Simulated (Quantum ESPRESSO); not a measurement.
**Si, diamond: band edges under a change of volume**

How fast do the gaps move when the cell is scaled evenly?

Calculated with Quantum ESPRESSO 7.5, PBEsol, PseudoDojo 0.4.1 norm-conserving potentials, cutoff 1170 eV, Fermi–Dirac smearing 0.02 eV, k-mesh 9×9×9, no spin polarisation, no spin-orbit coupling.

Reference cell, relaxed at zero pressure with PBEsol (Fd-3m): a = 3.8404 Å, b = 3.8404 Å, c = 3.8404 Å, α = 60.00°, β = 60.00°, γ = 60.00°.

```csv
atom,x,y,z
Si,0.5000,0.5000,0.5000
Si,0.7500,0.7500,0.7500
```

Levels are read on the k-mesh and along lines from Γ to X = (0.5, 0, 0.5), L = (0.5, 0.5, 0.5), K = (0.375, 0.375, 0.75) and W = (0.5, 0.25, 0.75) in the reciprocal basis of this cell (the letters only name these points), and count from the highest filled level.

```
ln(V/V0)  gap (eV)  direct gap at Γ (eV)  lowest empty along Γ–X (Γ left out) (eV)  lowest empty at K (eV)  lowest empty at L (eV)
 −0.0619     0.344                 2.536                                     0.344                   1.002                   1.674
 −0.0408     0.386                 2.529                                     0.386                   1.035                   1.599
  0.0000     0.461                 2.513                                     0.461                   1.095                   1.454
  0.0198     0.496                 2.505                                     0.496                   1.122                   1.385
  0.0392     0.529                 2.497                                     0.529                   1.147                   1.316
  0.0583     0.560                 2.488                                     0.560                   1.169                   1.250
```

**Question.** Fit the lowest empty level along Γ–X (Γ left out) and give it at ln(V/V0) = −0.0202, a row left out above.

A straight line through the 6 rows: the means are 0.002433 for ln(V/V0) and 0.4627 for the level, Σ(Δx)² = 0.01079 and ΣΔxΔy = 0.01941, so the slope is 0.01941/0.01079 = 1.799 and the intercept 0.4627 − (1.799)(0.002433) = 0.4583.

The slope is the volume deformation potential of this gap, 1.80 eV, as a mean over the range. The line gives 0.422 eV. The run itself gives 0.424 eV, so the estimate misses by 0.002 eV; the fitted rows themselves lie up to 0.003 eV off the law.

The gap lies below the direct one at Γ in every row. Semilocal functionals give gaps that are too small, and the error differs from valley to valley, so the order of close valleys can be wrong too.

[Logs are printed without paths, hosts, clocks, repeated set-up lines and the standing remarks that a program may print on its own settings, such as how far it seeks lower states.]
